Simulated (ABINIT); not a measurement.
# Ba2ScCuO4 (P4/mmm): G0W0 on several meshes in ABINIT

Wanted: mesh dependence and cost of G0W0 for Ba2ScCuO4 (P4/mmm).

Main program and level: ABINIT 10.8.3; PBEsol and many-body steps on it, plane waves.

This is a report of a sequence of runs, with most program output left out.

In doubt: a PseudoDojo file used here is known to give poor structures and forces, which bears on pressures, cells, forces and phonons.

## 1. Starting point

The structure is tetragonal, space group P4/mmm (No. 123). The conventional cell has a = 4.177 Å, b = 4.177 Å, c = 8.079 Å, α = 90.00°, β = 90.00°, γ = 90.00°. Ba has 8 O at 2.81 to 2.97 Å nearest. Nearest to Sc lie 6 O at 2.09 to 2.22 Å. Nearest to Cu lie 2 O at 1.82 Å. Nearest to O lie 2 Sc at 2.09 Å and 4 Ba at 2.81 Å. Nearest to O lie 1 Cu at 1.82 Å and 1 Sc at 2.22 Å and 4 Ba at 2.97 Å. Farther neighbours and most contacts between anions are not listed.

Structure file:

```cif
data_structure
_symmetry_space_group_name_H-M 'P 1'
_symmetry_Int_Tables_number 1
_cell_length_a 4.1770
_cell_length_b 4.1770
_cell_length_c 8.0789
_cell_angle_alpha 90.000
_cell_angle_beta 90.000
_cell_angle_gamma 90.000
_cell_volume 140.95
loop_
_atom_site_label
_atom_site_type_symbol
_atom_site_fract_x
_atom_site_fract_y
_atom_site_fract_z
_atom_site_occupancy
Ba1 Ba 0.50000 0.50000 0.76798 1
Ba2 Ba 0.50000 0.50000 0.23202 1
Sc3 Sc 0.00000 0.00000 0.00000 1
Cu4 Cu 0.00000 0.00000 0.50000 1
O5 O 0.00000 0.50000 0.00000 1
O6 O 0.50000 0.00000 0.00000 1
O7 O 0.00000 0.00000 0.72467 1
O8 O 0.00000 0.00000 0.27533 1
```

The cell and positions are those that the Materials Project relaxed with its own functionals (PBE, PBE+U or r2SCAN), kept fixed. Spin-orbit coupling is left out unless a step names it.

## 2. Empty states on the mesh, 2×2×1 mesh, 292 bands

This step: ABINIT 10.8.3; DFT, PBEsol, plane waves, norm-conserving pseudopotentials.

The sums over transitions need many empty states on a uniform mesh; this step solves for them.

run.abi reads:

```
acell 3*1.0 Angstrom
rprim 
  4.176956000000 0.000000000000 0.000000000000
  0.000000000000 4.176956000000 0.000000000000
  0.000000000000 0.000000000000 8.078857000000
ntypat 4
znucl 56 21 29 8
natom 8
typat 1 1 2 3 4 4 4 4
xred 
  0.500000000000 0.500000000000 0.767977000000
  0.500000000000 0.500000000000 0.232023000000
  0.000000000000 0.000000000000 0.000000000000
  0.000000000000 0.000000000000 0.500000000000
  0.000000000000 0.500000000000 0.000000000000
  0.500000000000 0.000000000000 0.000000000000
  0.000000000000 0.000000000000 0.724671000000
  0.000000000000 0.000000000000 0.275329000000
pp_dirpath "pseudos"
pseudos "Ba.upf, Sc.upf, Cu.upf, O.upf"
ecut 42
ngkpt 2 2 1
nshiftk 1
shiftk 0 0 0
kptopt 1
chksymbreak 0
iscf -2
irdden 1
istwfk *1
nband 292
nbdbuf 26
tolwfr 1e-09
nstep 60
prtvol 0
indata_prefix "in"
outdata_prefix "out"
tmpdata_prefix "tmp"
```

Started as:

```
OMP_NUM_THREADS=1 mpirun -n 4 abinit run.abi > log
```

Run time: 2.8 min. Hardware: 4 MPI ranks of Arm Neoverse V2, shared host; peak memory 0.55 GiB.

This step gave:

| Quantity | Value |
| --- | --- |
| gap | 1.956 eV |
| k of the valence top | 0.5, 0.5, 0 |
| k of the conduction bottom | 0.5, 0, 0 |
| least direct gap | 1.995 eV |
| k points computed | 3 |
| lowest point of the top converged band, above the valence top | 70.0048 eV |

On this mesh the gap is 1.956 eV.

The density comes from a self-consistent run that is not shown.

## 3. Screening, 2×2×1 mesh, 130 bands, screening to 114.3 eV

The RPA dielectric matrix is built and inverted for each q.

This step: RPA screening on PBEsol, plane waves, norm-conserving pseudopotentials.

run.abi, as its differences from that of step 2:

```diff
@@ -26,10 +26,11 @@
 chksymbreak 0
-iscf -2
-irdden 1
 istwfk *1
-nband 292
-nbdbuf 26
-tolwfr 1e-09
-nstep 60
-prtvol 0
+occopt 1
+irdwfk 1
+optdriver 3
+nband 130
+ecuteps 4.2
+inclvkb 2
+awtr 1
+symchi 1
 indata_prefix "in"
```

Elapsed: 39 s, on 4 MPI ranks; peak memory 1.6 GiB; 2.6 min of CPU time.

Numbers from this step:

* ε∞ with local fields, on this mesh, along the program's q direction: 5.197
* the same without local fields: 5.836
* plasma frequency: 26.91 eV
* plane waves in the screening matrix: 379

Local fields lower ε∞ by 11 %. On a Γ-centred mesh this coarse the value itself is usually too large, while a short band sum pulls it down.

## 4. 2×2×1

The self-energy is evaluated for the states that the input lists, and the levels follow from it, in one-shot runs by the linearised quasiparticle equation.

This step: G0W0 on PBEsol, plane waves, norm-conserving pseudopotentials.

run.abi, as its differences from that of step 3:

```diff
@@ -29,8 +29,19 @@
 irdwfk 1
-optdriver 3
+optdriver 4
 nband 130
+gwcalctyp 0
+ecutsigx 42
+symsigma 1
+nkptgw 3
+kptgw 
+  0.5000000000 0.5000000000 0.0000000000
+  0.5000000000 0.0000000000 0.0000000000
+  0.0000000000 0.0000000000 0.0000000000
+bdgw 
+  36 39
+  36 39
+  36 39
 ecuteps 4.2
-inclvkb 2
-awtr 1
-symchi 1
+irdscr 1
+ppmodel 1
 indata_prefix "in"
```

Run time: 14 s. Hardware: 4 MPI ranks; peak memory 1 GiB.

This step gave:

* G0W0 gap on the points computed: 2.738 eV
* starting gap on the mesh: 1.956 eV
* k of the valence top: 0.5, 0.5, 0
* k of the conduction bottom: 0.5, 0, 0
* Z at the valence top: 0.736
* Z at the conduction bottom: 0.826
* least direct G0W0 gap on the computed points: 2.764 eV

The gap on the mesh goes from 1.96 eV to 2.74 eV, a correction of +0.78 eV.

## 5. Empty states on the mesh, 4×4×2 mesh, 142 bands

This step: DFT, PBEsol, plane waves, norm-conserving pseudopotentials.

run.abi, as its differences from that of step 4:

```diff
@@ -21,3 +21,3 @@
 ecut 42
-ngkpt 2 2 1
+ngkpt 4 4 2
 nshiftk 1
@@ -26,22 +26,10 @@
 chksymbreak 0
+iscf -2
+irdden 1
 istwfk *1
-occopt 1
-irdwfk 1
-optdriver 4
-nband 130
-gwcalctyp 0
-ecutsigx 42
-symsigma 1
-nkptgw 3
-kptgw 
-  0.5000000000 0.5000000000 0.0000000000
-  0.5000000000 0.0000000000 0.0000000000
-  0.0000000000 0.0000000000 0.0000000000
-bdgw 
-  36 39
-  36 39
-  36 39
-ecuteps 4.2
-irdscr 1
-ppmodel 1
+nband 142
+nbdbuf 12
+tolwfr 1e-09
+nstep 60
+prtvol 0
 indata_prefix "in"
```

It took 2.7 min on 4 MPI ranks; peak memory 0.75 GiB.

This step gave:

* gap: 1.933 eV
* k of the valence top: 0, 0, 0.5
* k of the conduction bottom: 0.5, 0, 0
* least direct gap: 1.995 eV
* k points computed: 12
* lowest point of the top converged band, above the valence top: 36.33 eV

On this mesh the gap is 1.933 eV.

## 6. Screening, 4×4×2 mesh, 130 bands, screening to 114.3 eV

This step: RPA screening on PBEsol, plane waves, norm-conserving pseudopotentials.

run.abi, as its differences from that of step 5:

```diff
@@ -26,10 +26,11 @@
 chksymbreak 0
-iscf -2
-irdden 1
 istwfk *1
-nband 142
-nbdbuf 12
-tolwfr 1e-09
-nstep 60
-prtvol 0
+occopt 1
+irdwfk 1
+optdriver 3
+nband 130
+ecuteps 4.2
+inclvkb 2
+awtr 1
+symchi 1
 indata_prefix "in"
```

The job ended after 5.5 min (4 MPI ranks; peak memory 4 GiB; 22 min of CPU time).

This step gave:

* ε∞ with local fields, on this mesh, along the program's q direction: 4.643
* the same without local fields: 5.190
* plasma frequency: 26.91 eV
* plane waves in the screening matrix: 379

## 7. 4×4×2

This step: G0W0 on PBEsol, plane waves, norm-conserving pseudopotentials.

run.abi, as its differences from that of step 6:

```diff
@@ -29,8 +29,19 @@
 irdwfk 1
-optdriver 3
+optdriver 4
 nband 130
+gwcalctyp 0
+ecutsigx 42
+symsigma 1
+nkptgw 3
+kptgw 
+  0.0000000000 0.0000000000 0.5000000000
+  0.5000000000 0.0000000000 0.0000000000
+  0.0000000000 0.0000000000 0.0000000000
+bdgw 
+  36 39
+  36 39
+  36 39
 ecuteps 4.2
-inclvkb 2
-awtr 1
-symchi 1
+irdscr 1
+ppmodel 1
 indata_prefix "in"
```

Elapsed: 43 s, on 4 MPI ranks; peak memory 2.9 GiB.

This step gave:

| Property | Result |
| --- | --- |
| G0W0 gap on the points computed | 2.797 eV |
| starting gap on the mesh | 1.933 eV |
| k of the valence top | 0, 0, 0.5 |
| k of the conduction bottom | 0.5, 0, 0 |
| Z at the valence top | 0.739 |
| Z at the conduction bottom | 0.833 |
| least direct G0W0 gap on the computed points | 2.871 eV |

Against G0W0 in ABINIT (2×2×1 mesh, 130 bands, screening to 114.3 eV, Godby-Needs plasmon pole), the gap moves by +0.059 eV.

## 8. The runs together

Times are wall times on 4 MPI ranks of Arm Neoverse V2, shared host, good to a factor of about two. A run's time includes the screening step that it read.

```csv
run,mesh,bands,screening cutoff (eV),DFT gap (eV),gap on the mesh (eV),direct (eV),ε∞ used,time
2×2×1,2×2×1,130,114.3,1.956,2.738,2.764,5.20,53 s
4×4×2,4×4×2,130,114.3,1.933,2.797,2.871,4.64,6.2 min
```

## 9. Summary of results

* 2×2×1: 2.738 eV
* 4×4×2: 2.797 eV
* known limits: not at the basis limit; d shell near the gap, gap tends to lie low; no spin-orbit coupling; coarse k mesh

4×4×2: +0.059 eV against 2×2×1, −0.023 eV of it in the start. Bands and cutoff are finite, so the gap is not at the basis limit. The miss can reach some tenths of an eV and take either sign; the mesh is an error of its own. The 2×2×1 mesh is coarse for this cell, which bears on the long-range parts of exchange and screening. A d shell, filled or nearly so, lies near the gap. One-shot GW converges very slowly in bands there, not always from below, and on a semilocal start the gap tends to come out low; starts rich in exact exchange can overshoot instead. The many-body steps are scalar-relativistic: spin-orbit coupling is not in them.

[Paths, hosts, dates, memory and timing lines, banners, echoed tables and standing remarks are left out of the program output.]

[Logs are printed without paths, hosts, clocks, repeated set-up lines and the standing remarks that a program may print on its own settings, such as how far it seeks lower states.]

[Runs of the session that timed out or met a known fault of the program may be left out.]

[Hosts, paths, dates, database ids (printed as entryN), source tags and the programs' standing remarks are cut or masked in the printed files.]

[G0W0 gaps are taken among the corrected bands and points alone; a level outside them can change the order at an edge.]

[Where Ansatz stands beside ABINIT at settings called matched, ABINIT's density can come from a denser mesh and the files from another edition; pairs whose starting gaps differed by over 0.03 eV were left out, so agreement reads better than it is.]
